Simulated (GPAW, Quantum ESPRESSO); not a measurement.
Two runs for the V K edge of atom 2 in MnV (Pm-3m). Run A: Quantum ESPRESSO XSpectra, LDA, excited-electron core hole (neutral cell), 16-atom cell with 5.8 Å between holes, 4×4×4 k points, dipole transitions, Lorentzian half width 0.4 eV. Run B differs in one choice.

Energy from the energy zero of the input (xe0, at the border of filled and empty states); intensity scaled to a mean of 1 over the first 20 eV:

```
E (eV)     A     B
 -2.00  0.03  0.05
 -1.25  0.05  0.06
 -0.50  0.08  0.10
  0.25  0.21  0.23
  1.00  0.38  0.39
  1.75  0.42  0.43
  2.50  0.33  0.38
  3.25  0.41  0.46
  4.00  0.62  0.66
  4.75  0.71  0.73
  5.50  0.61  0.70
  6.25  0.74  0.74
  7.00  0.72  0.72
  7.75  0.43  0.69
  8.50  0.61  0.78
  9.25  0.81  0.93
 10.00  1.10  1.07
 10.75  1.26  1.16
 11.50  1.16  1.22
 12.25  1.40  1.28
 13.00  1.42  1.32
 13.75  1.26  1.36
 14.50  1.39  1.39
 15.25  1.54  1.42
 16.00  1.46  1.44
 16.75  1.50  1.47
 17.50  1.51  1.49
 18.25  1.52  1.51
 19.00  1.47  1.53
 19.75  1.99  1.53
 20.50  2.03  1.51
 21.25  2.10  1.47
 22.00  1.13  1.43
 22.75  0.84  1.39
 23.50  1.21  1.36
 24.25  1.32  1.35
 25.00  0.84  1.35
 25.75  1.08  1.35
 26.50  1.75  1.36
 27.25  1.29  1.37
 28.00  1.47  1.38
 28.75  1.52  1.38
 29.50  1.49  1.38
 30.25  1.63  1.38
 31.00  1.15  1.38
 31.75  1.21  1.37
```

**Question.** What was changed?
a) the k mesh of the field
b) the plane-wave cutoff
c) the broadening
d) the radius of the reconstruction

(c): run B changes the broadening from Lorentzian half width 0.4 eV to Lorentzian half width 0.51 eV up to 4 eV, rising linearly to 4 eV at 25 eV. The scaled spectrum changes by 20 % r.m.s. The highest intensity below 24 eV goes from 20.2 eV (2.52) to 19.5 eV (1.53). Other settings could leave a like mark; this is the one that was changed.

[Banner, clock and machine lines of the logs are left out without a mark of their own.]

[Logs are printed without paths, hosts, clocks, repeated set-up lines and the standing remarks that a program may print on its own settings, such as how far it seeks lower states.]

[Hosts, paths, dates, database ids (printed as entryN), source tags and the programs' standing remarks are cut or masked in the printed files.]

[Lists of maxima count a maximum above −3 eV only where it reaches 4 % of the highest in the window and stands out from its surroundings by 2 % of it (1.5 % where it reaches 55 %); shoulders and weaker maxima are passed over, and of the rest the first, up to two pre-edge ones and the few strongest are named.]
